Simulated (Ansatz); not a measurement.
**Random rock-salt alloy of NbC and TiC (64 atoms): support functions against a reference**

Wanted: errors and times of a linear-scaling basis for random rock-salt alloy of NbC and TiC (64 atoms). A setting counts as converged where the r.m.s. difference of forces stays under 1 % of the r.m.s. force.

Main program and level: Ansatz 0.2.0; Kohn-Sham DFT, PBE, PAW (set soft_2), plane waves.

## (1) Starting point

The cell holds 64 atoms: 28 Nb, 32 C and 4 Ti. Its edges and angles: a = 8.905 Å, b = 8.905 Å, c = 8.905 Å, α = 90.0°, β = 90.0°, γ = 90.0°. It derives from NbC (rock-salt) and TiC, repeated 2×2×2. Rock-salt NbC, 2 x 2 x 2 conventional cells, 4 of 32 Nb sites given to Ti at random (x = 0.125), lattice by Vegard's rule (a = 4.452 Å); not relaxed, displaced by a Gaussian of 0.02 Å.

Before any run, some limits are plain. The host structure and its lattice constant were typed by rule, without a check against the phase diagram.

## (2) Plane-wave single point

This run is the reference for what follows, at a cutoff of 420 eV.

input.yaml

```yaml
crystal:
  lattice:
    - [8.9046, 0.0, 0.0]
    - [0.0, 8.9046, 0.0]
    - [0.0, 0.0, 8.9046]
  atoms:
    - { symbol: Nb, position: [0.00198, 0.99925, 0.00134] }
    - { symbol: C, position: [0.25229, 0.00282, 0.99901] }
    - { symbol: Nb, position: [0.99948, 0.25151, 0.2509] }
    - { symbol: C, position: [0.25245, 0.25114, 0.25299] }
    - { symbol: Nb, position: [0.24845, 0.00358, 0.24898] }
    - { symbol: C, position: [0.00265, 0.00274, 0.24679] }
    - { symbol: Nb, position: [0.24733, 0.25407, 0.99805] }
    - { symbol: C, position: [0.00019, 0.25344, 0.99864] }
    - { symbol: Nb, position: [0.99907, 0.99993, 0.49986] }
    - { symbol: C, position: [0.25241, 0.00216, 0.49774] }
    - { symbol: Nb, position: [0.99944, 0.25377, 0.75141] }
    - { symbol: C, position: [0.25122, 0.25202, 0.75188] }
    - { symbol: Nb, position: [0.25187, 0.99711, 0.75044] }
    - { symbol: C, position: [0.99955, 0.0044, 0.74921] }
    - { symbol: Nb, position: [0.2513, 0.25076, 0.4971] }
    - { symbol: C, position: [0.99953, 0.24408, 0.49992] }
    - { symbol: Nb, position: [0.00306, 0.50025, 0.99636] }
    - { symbol: C, position: [0.25132, 0.49902, 0.99669] }
    - { symbol: Nb, position: [0.99527, 0.75288, 0.24905] }
    - { symbol: C, position: [0.24919, 0.74922, 0.25141] }
    - { symbol: Nb, position: [0.25227, 0.5018, 0.24901] }
    - { symbol: C, position: [0.00186, 0.50384, 0.25167] }
    - { symbol: Nb, position: [0.25087, 0.7517, 0.99922] }
    - { symbol: C, position: [0.00199, 0.74947, 0.99929] }
    - { symbol: Nb, position: [0.00413, 0.49872, 0.50005] }
    - { symbol: C, position: [0.24574, 0.4991, 0.499] }
    - { symbol: Ti, position: [0.0039, 0.75314, 0.74732] }
    - { symbol: C, position: [0.24863, 0.75022, 0.74831] }
    - { symbol: Nb, position: [0.24833, 0.50049, 0.74831] }
    - { symbol: C, position: [0.00459, 0.50142, 0.74448] }
    - { symbol: Nb, position: [0.25009, 0.75053, 0.50081] }
    - { symbol: C, position: [0.99637, 0.75155, 0.5004] }
    - { symbol: Nb, position: [0.50316, 0.99722, 0.99971] }
    - { symbol: C, position: [0.7508, 0.99706, 0.99745] }
    - { symbol: Nb, position: [0.50091, 0.24542, 0.2496] }
    - { symbol: C, position: [0.74713, 0.24815, 0.25008] }
    - { symbol: Nb, position: [0.74716, 0.00106, 0.24907] }
    - { symbol: C, position: [0.49754, 0.00291, 0.24783] }
    - { symbol: Nb, position: [0.75156, 0.24957, 0.99909] }
    - { symbol: C, position: [0.49924, 0.24518, 0.00159] }
    - { symbol: Nb, position: [0.4997, 0.00135, 0.49724] }
    - { symbol: C, position: [0.74893, 0.00268, 0.50029] }
    - { symbol: Nb, position: [0.49857, 0.25024, 0.74978] }
    - { symbol: C, position: [0.74458, 0.25145, 0.75066] }
    - { symbol: Nb, position: [0.75159, 0.00069, 0.74798] }
    - { symbol: C, position: [0.50091, 0.99732, 0.75152] }
    - { symbol: Nb, position: [0.74943, 0.24702, 0.50072] }
    - { symbol: C, position: [0.49981, 0.25283, 0.49833] }
    - { symbol: Nb, position: [0.50255, 0.50026, 0.00275] }
    - { symbol: C, position: [0.74799, 0.50166, 0.00037] }
    - { symbol: Ti, position: [0.50014, 0.7481, 0.2502] }
    - { symbol: C, position: [0.75039, 0.75163, 0.25293] }
    - { symbol: Nb, position: [0.75193, 0.4992, 0.25096] }
    - { symbol: C, position: [0.5039, 0.49551, 0.24803] }
    - { symbol: Nb, position: [0.75154, 0.74902, 0.00249] }
    - { symbol: C, position: [0.49748, 0.74643, 0.00219] }
    - { symbol: Nb, position: [0.49883, 0.50006, 0.49944] }
    - { symbol: C, position: [0.74935, 0.50038, 0.50417] }
    - { symbol: Ti, position: [0.49673, 0.74878, 0.75087] }
    - { symbol: C, position: [0.75343, 0.74983, 0.75155] }
    - { symbol: Ti, position: [0.75097, 0.49885, 0.75093] }
    - { symbol: C, position: [0.50068, 0.50038, 0.749] }
    - { symbol: Nb, position: [0.74997, 0.75788, 0.49975] }
    - { symbol: C, position: [0.50022, 0.74925, 0.50376] }
kpoints:
  mp_grid: { grid: [2, 2, 2] }
hamiltonian:
  xc: pbe
scf:
  occupations: { method: gaussian, width: 0.05 }
output:
  forces: true
  stress: true
  populations: true
  dos:
    method: { smearing: { sigma: 0.15 } }
    de: 0.1
    projected: { site_lists: { C: [C], Nb: [Nb], Ti: [Ti] } }
  eigenvalues: true
  write_density: true
  write_potential: true
  volumetric_format: npy
  elf: true
```

Started as:

```
$ ansatz run input.yaml --threads 4 --pin off --max-ram 8192MiB --backend cpu --events-out ev --progress --plain --runs-dir out
```

Numbers of over 12 decimals in the logs are rounded to 6 here.

Log:

```text
Engine: ansatz 0.2.0, x86_64-unknown-linux-gnu
Pseudopotentials: kind: paw
Pseudopotential: Nb, paw, valence charge 13, recommended cutoff 420 eV (normal), Nb.paw.azcp
Pseudopotential: C, paw, valence charge 4, recommended cutoff 420 eV (normal), C.paw.azcp
Pseudopotential: Ti, paw, valence charge 12, recommended cutoff 420 eV (normal), Ti.paw.azcp
[... 5 lines on functional and potentials left out ...]
Crystal: 64 atoms, lattice volume = 706.063 Å³
Basis set: ecut = 420 eV, 13805 PW (Γ), exchange–correlation on 120×120×120 points (8 copies of the dense FFT grid, shifted against one another)
Bands: 334, of which v1, the nominal top of the filled ones, is band 270 counted from 1 (269 counted from 0)
Symmetry: 1 space group operations
Space group: P1 (ITA 1), of the structure as read, at distance tolerance 8.9e-5 Å
k-points: 8
[... 7 lines on functional and potentials left out ...]
Initial density: superposition of atomic densities (neutral atoms: chi_scale 0, normalization atom), corrected by the library's trained network
Initial wavefunctions: pseudopotential atomic-orbital guess
Functional: x = pbe(κ = 0.804, μ = 0.219515), c = pbe(β = 0.066725)
SCF iter   1: F=—  HF=-145528.081865 eV  |F-HF|=—  |Δ(HF+E_count)|=         —  Δρ=5.73e-3  dr2=4.95e-1  ethr=1.77e-3  ⟨swp⟩=4.4  Hψ=9597  notcnv=0  defer=138
preconditioner: auto → Kerker (q_TF=auto, 2.609 Å⁻¹)  [metal: Δε(μ)=0.005 eV  Ē_g=7.301 eV  σ=0.050 eV  W_gap=0.06  n_scr=202 (ndim 8)  ℏωp=23.6 eV  f_vac=0.000  D(μ)=52.03/eV (n_scr^D=586)]
SCF iter   2: F=—  HF=-145528.020428 eV  |F-HF|=—  |Δ(HF+E_count)|=   6.14e-2  Δρ=2.76e-3  dr2=1.46e-1  ethr=9.17e-5  ⟨swp⟩=1.0  Hψ=3080  notcnv=0  defer=190
SCF iter   3: F=—  HF=-145528.003918 eV  |F-HF|=—  |Δ(HF+E_count)|=   1.65e-2  Δρ=4.76e-4  dr2=5.78e-3  ethr=2.71e-5  ⟨swp⟩=2.0  Hψ=2945  notcnv=0  defer=190
SCF iter   4: F=—  HF=-145528.003278 eV  |F-HF|=—  |Δ(HF+E_count)|=   6.39e-4  Δρ=1.14e-4  dr2=2.49e-4  ethr=1.07e-6  ⟨swp⟩=2.0  Hψ=2979  notcnv=0  defer=190
SCF iter   5: F=—  HF=-145528.003236 eV  |F-HF|=—  |Δ(HF+E_count)|=   4.29e-5  Δρ=3.03e-5  dr2=1.86e-5  ethr=4.61e-8  ⟨swp⟩=2.0  Hψ=3125  notcnv=0  defer=190
SCF iter   6: F=—  HF=-145528.005358 eV  |F-HF|=—  |Δ(HF+E_count)|=   2.12e-3  Δρ=9.73e-6  dr2=6.24e-7  ethr=3.44e-9  ⟨swp⟩=2.0  Hψ=4634  notcnv=0  defer=252
SCF iter   7: F=-145528.005358 eV  HF=-145528.005358 eV  |F-HF|=2.22e-8  |Δ(HF+E_count)|=   5.58e-8  Δρ=2.28e-6  dr2=3.90e-8  ethr=1.85e-11  ⟨swp⟩=13.8  Hψ=17739  notcnv=0
SCF 1 converged in 7 iterations: F = -145528.005358 eV  dr2 = 3.90e-8
  greatest PAW one-centre occupation: 0.999 electrons in one spin orbital (limit 2), on the Ti atom at site 60 (counted from 0), in its partial waves of l = 0
SCF converged after 7 iterations
Free energy (F): -145528.005358 eV
Harris-Foulkes:  -145528.005358 eV  (|F-HF|=2.22e-8)
Internal energy: -145527.935479 eV  (E = F + TS)
E sigma→0 (E₀):  -145527.970418 eV
Entropy (-TS):   -0.069879 eV (-1.092 meV/atom)
Fermi energy:    18.213371 eV
--- Per-component energies (eV) ---
  E_band       = -1360.286649
  E_kinetic    = 15032.034999
  E_local      = -22760.518646  (includes V_loc(G=0)·N_el)
  E_nonlocal   = 4153.535455
  E_hartree    = 7249.590491
  E_xc         = -6899.326324
  E_vxc        = -8433.194744  (∫ρ·V_xc dr)
  E_paw        = -93378.780556  (= ΣΔE_a)
  E_vpaw       = -3851.329462  (= ΣTr[D̂ρ^β])
  E_aug_tail   = 0.000861  (compensation charges beyond the density's cutoff)
  E_ewald      = -48924.471759
  E_smearing   = -0.069879  (= −TS)
  E_closure    = 0.000000  (closes the sum)
  Σ components = -145528.005358   (vs F -145528.005358, Δ=0.00e0)
--- Forces (eV/Å), atoms counted from 1 ---
  atom   1  Nb    -0.29297842     0.48494674    -0.24125319
  atom   2  C     -0.07269099    -0.27168207    -0.02056228
  atom   3  Nb     0.15788971    -0.12869393    -0.42317024
  atom   4  C     -0.19308517     0.01829708    -0.54962244
  atom   5  Nb     0.29270730    -0.17678623    -0.02882985
  atom   6  C     -0.39784153    -0.28494537     0.33661260
  atom   7  Nb    -0.28371277    -0.40732014     0.68090499
  atom   8  C     -0.08885029    -0.31143833     0.11606137
  atom   9  Nb    -0.12432031     0.13148196    -0.29865504
  atom  10  C     -0.32943809    -0.36650314     0.29456791
  atom  11  Nb    -0.05081121    -0.34740902    -0.11903446
  atom  12  C     -0.10171642    -0.28057530    -0.34884731
  atom  13  Nb    -0.30047509     0.04695928    -0.07794341
  atom  14  C      0.24642321    -0.75257956     0.08663710
[...]
atom  63  Nb    -0.22197557    -0.40706376     0.28230304
  atom  64  C     -0.12175945     0.09089590    -0.25079005
  max |Σ_I F_I| component: 2.94e-5 eV/Å
--- Stress (GPa, compression-positive) ---
        4.312490       0.094339       0.027006
        0.094339       4.383040      -0.103957
        0.027006      -0.103957       3.955341
  P = ⅓ Tr σ = 4.2170 GPa (42.170 kbar)
--- Band table (eV; the first three rows and the last of 8) ---
  k-point 0: bands = ["-38.9937", "-38.9715", "-38.9407", "-38.9233", [... 318 levels ...], "20.9293", "21.0453", "21.0621", "21.0988", "21.1001", "21.1183", "21.1585", "21.1677", "21.1949", "21.2125", "21.2360", "21.2547"]
[...]
--- Löwdin populations: 64 sites ---
  site symbol       q [e]
     0     Nb     12.3085
     1      C      4.6499
     2     Nb     12.3206
[...]
63      C      4.7053
  spilling = 0.002823 (of n_electrons = 540.000000)
```

It took 83 s on 4 threads of Intel Xeon Platinum 8488C (Sapphire Rapids), shared host; peak memory 5.1 GiB.

Read from the output:

```
free energy                             : -145528.0054 eV
free energy per atom                    : -2273.8751 eV/atom
SCF cycles                              : 7
pressure                                : 4.217 GPa
r.m.s. force component                  : 0.3094 eV/Å
longest force                           : 1.197 eV/Å
Fermi energy                            : 18.21 eV
levels partly filled by over 2 per cent : 30
spilling of the projection              : 0.002823
```

The r.m.s. force component of 0.31 eV/Å sets the scale for the differences below.

## (3) Support functions low

The cell is solved in localised support functions. The level low gives here a grid of 48×48×48 points and a radius of 3.50 Å.

This step: Kohn-Sham DFT, PBE, PAW (set soft_2), localised support functions (low) (Ansatz 0.2.0).

input.yaml, the sections that differ from step 2:

```yaml
scf:
  occupations: { method: gaussian, width: 0.05 }
  eigensolver: { kind: { support_functions: { accuracy: low } } }
  max_iter: 150
output:
  forces: true
  eigenvalues: true
# crystal, kpoints, hamiltonian: as in step 2
```

Log:

```text
Warning: scf.eigensolver.kind.support_functions: disabling space-group detection — the functions' gradient is summed over unrotated k-points, so no spatial operation reduces the k-mesh or symmetrises the density; time reversal is kept, so that k and −k are solved as one point where they differ and the mesh holds both, and exact exchange and, on two spinor components, a DFT+U term hold to it where the run has them: [...]
settings of this run that can trade accuracy for cost: scf.eigensolver.kind.support_functions; scf.eigensolver.kind.support_functions.accuracy: low [...]
[...]
Crystal: 64 atoms, lattice volume = 706.063 Å³
Basis set: ecut = 420 eV, 13805 PW (Γ), exchange–correlation on 128×128×128 points (8 copies of the dense FFT grid, shifted against one another)
Bands: 324, of which v1, the nominal top of the filled ones, is band 270 counted from 1 (269 counted from 0)
Symmetry: 1 space group operations
k-points: 8
[...]
Eigensolver: Support functions (low, 48×48×48 points, laid for a spacing of at most 0.228497 Å, radius 3.497570 Å, 1 species' potentials softened for the grid, 3 wholly corrected for its errors in the mean over positions, 3 with the egg-box correction, energy correction by stochastic trace)
[...]
SCF iter   1: F=—  HF=-145577.982610 eV  |F-HF|=—  |Δ(HF+E_count)|=         —  Δρ=1.73e-1  dr2=3.21e2  ethr=1.00e-1
[...]
SCF iter   9: F=—  HF=-145528.068516 eV  |F-HF|=—  |Δ(HF+E_count)|=   8.49e-3  Δρ=1.12e-5  dr2=8.59e-7  ethr=1.58e-9  κ⁻¹=3.3e-8(r=7)
SCF iter  10: F=-145528.074325 eV  HF=-145528.074325 eV  |F-HF|=1.03e-7  |Δ(HF+E_count)|=   5.81e-3  Δρ=6.51e-6  dr2=2.82e-7  ethr=1.59e-10
SCF 1 converged in 10 iterations: F = -145528.120365 eV  dr2 = 2.82e-7
[...]
SCF converged after 10 iterations
Stability not checked: this state was not tested for a lower state beside it, because the mixer in use, unlike msr1, does not test its closes by its own steps (another_mixer; see scf.mixing.algorithm and scf.lower_state_search)
Free energy (F): -145528.120365 eV
[...]
Internal energy: -145528.050958 eV  (E = F + TS)
E sigma→0 (E₀):  -145528.085662 eV
Entropy (-TS):   -0.069407 eV (-1.084 meV/atom)
Fermi energy:    18.213625 eV
[...]
Σ components = -145528.120365   (vs F -145528.120365, Δ=0.00e0)
--- Forces (eV/Å), atoms counted from 1 ---
  atom   1  Nb    -0.29217447     0.48478713    -0.24061519
  atom   2  C     -0.07256756    -0.27209203    -0.02032099
  atom   3  Nb     0.15825904    -0.12855966    -0.42246999
  atom   4  C     -0.19275449     0.01781872    -0.54889576
[...]
atom  64  C     -0.12208213     0.09074081    -0.25053257
  max |Σ_I F_I| component: 8.64e-3 eV/Å
--- Band table (eV; the first three rows and the last of 8) ---
[...]
```

Run time: 4.6 min. Hardware: 4 threads; peak memory 3 GiB.

The program notes that the band table was not solved further than the SCF left it and it switched symmetry off.

Keys that differ from the reference: support_functions.accuracy = "low" and scf.max_iter = 150.

Forces differ from the reference by 0.73 meV/Å r.m.s., 0.24 % of their size, well within a tolerance of 1 %; the energy by -1.8 meV/atom. It took 4.6 min and 10 cycles; the reference's time can't be set against it, since the two runs asked for unlike analyses.

## (4) Support functions medium, spacing 0.411 Å

The grid spacing sets how fine a wave the support functions can hold. The typed value is an upper bound: the grid laid has 24×24×24 points, 0.371 Å apart at most.

This step: Kohn-Sham DFT, PBE, PAW (set soft_2), localised support functions (medium) (Ansatz 0.2.0).

input.yaml, the sections that differ from step 3:

```yaml
scf:
  occupations: { method: gaussian, width: 0.05 }
  eigensolver: { kind: { support_functions: { accuracy: medium, spacing: 0.411 } } }
  max_iter: 150
# crystal, kpoints, hamiltonian, output: as in step 3
```

Log:

```text
[...]
Crystal: 64 atoms, lattice volume = 706.063 Å³
Basis set: ecut = 420 eV, 13805 PW (Γ), exchange–correlation on 120×120×120 points (8 copies of the dense FFT grid, shifted against one another)
Bands: 324, of which v1, the nominal top of the filled ones, is band 270 counted from 1 (269 counted from 0)
Symmetry: 1 space group operations
k-points: 8
[...]
Eigensolver: Support functions (medium, 24×24×24 points, laid for a spacing of at most 0.411000 Å, radius 3.497570 Å, 3 species' potentials softened for the grid, 3 wholly corrected for its errors in the mean over positions, 3 with the egg-box correction, energy correction by stochastic trace)
[...]
SCF iter   1: F=—  HF=-145553.825765 eV  |F-HF|=—  |Δ(HF+E_count)|=         —  Δρ=1.69e-1  dr2=3.11e2  ethr=1.00e-1
[...]
SCF iter  13: F=-145526.543752 eV  HF=-145526.543752 eV  |F-HF|=2.43e-8  |Δ(HF+E_count)|=   6.87e-3  Δρ=2.39e-6  dr2=3.99e-8  ethr=1.07e-11
SCF 1 converged in 13 iterations: F = -145526.660093 eV  dr2 = 3.99e-8
[...]
SCF converged after 13 iterations
[...]
Free energy (F): -145526.660093 eV
[...]
Internal energy: -145526.593823 eV  (E = F + TS)
E sigma→0 (E₀):  -145526.626958 eV
Entropy (-TS):   -0.066270 eV (-1.035 meV/atom)
Fermi energy:    18.228180 eV
[...]
--- Forces (eV/Å), atoms counted from 1 ---
  atom   1  Nb    -0.34640093     0.46563134    -0.24114318
  atom   2  C      0.05775286    -0.11836535    -0.09322147
  atom   3  Nb     0.16587620    -0.20734793    -0.42419587
  atom   4  C     -0.01072117     0.06731467    -0.29441633
  atom   5  Nb     0.32238468    -0.23863118     0.01412955
  atom   6  C     -0.16436103    -0.12275571     0.09366365
  atom   7  Nb    -0.23720156    -0.48329370     0.66637148
  atom   8  C     -0.06516136    -0.06309585    -0.00973748
  atom   9  Nb    -0.11993940     0.16561119    -0.25580392
  atom  10  C     -0.13800750    -0.21628100     0.13101224
  atom  11  Nb    -0.00920131    -0.45400708    -0.12941470
  atom  12  C      0.01437714    -0.10735115    -0.16958277
  atom  13  Nb    -0.33482374     0.07384266    -0.06224091
  atom  14  C      0.18349124    -0.47310150     0.01641963
[...]
atom  63  Nb    -0.19748724    -0.54162585     0.27289892
  atom  64  C     -0.10586918     0.01932713     0.01721075
  max |Σ_I F_I| component: 1.81e-1 eV/Å
--- Band table (eV; the first three rows and the last of 8) ---
[...]
```

Run time: 2.7 min. Hardware: 4 threads; peak memory 1.7 GiB; 7 min of CPU time.

The program notes that the forces don't sum to zero within tolerance and the grid leaves an egg-box force.

Forces differ from the reference by 123 meV/Å r.m.s., 40 % of their size, far over a tolerance of 1 %; the energy by +21 meV/atom. It took 2.7 min and 13 cycles; the reference's time can't be set against it, since the two runs asked for unlike analyses. The setting is coarser than the default on purpose.

(Part 1 of 2 ends here.)

[Logs are printed without paths, hosts, clocks, repeated set-up lines and the standing remarks that a program may print on its own settings, such as how far it seeks lower states.]

[Hosts, paths, dates, database ids (printed as entryN), source tags and the programs' standing remarks are cut or masked in the printed files.]
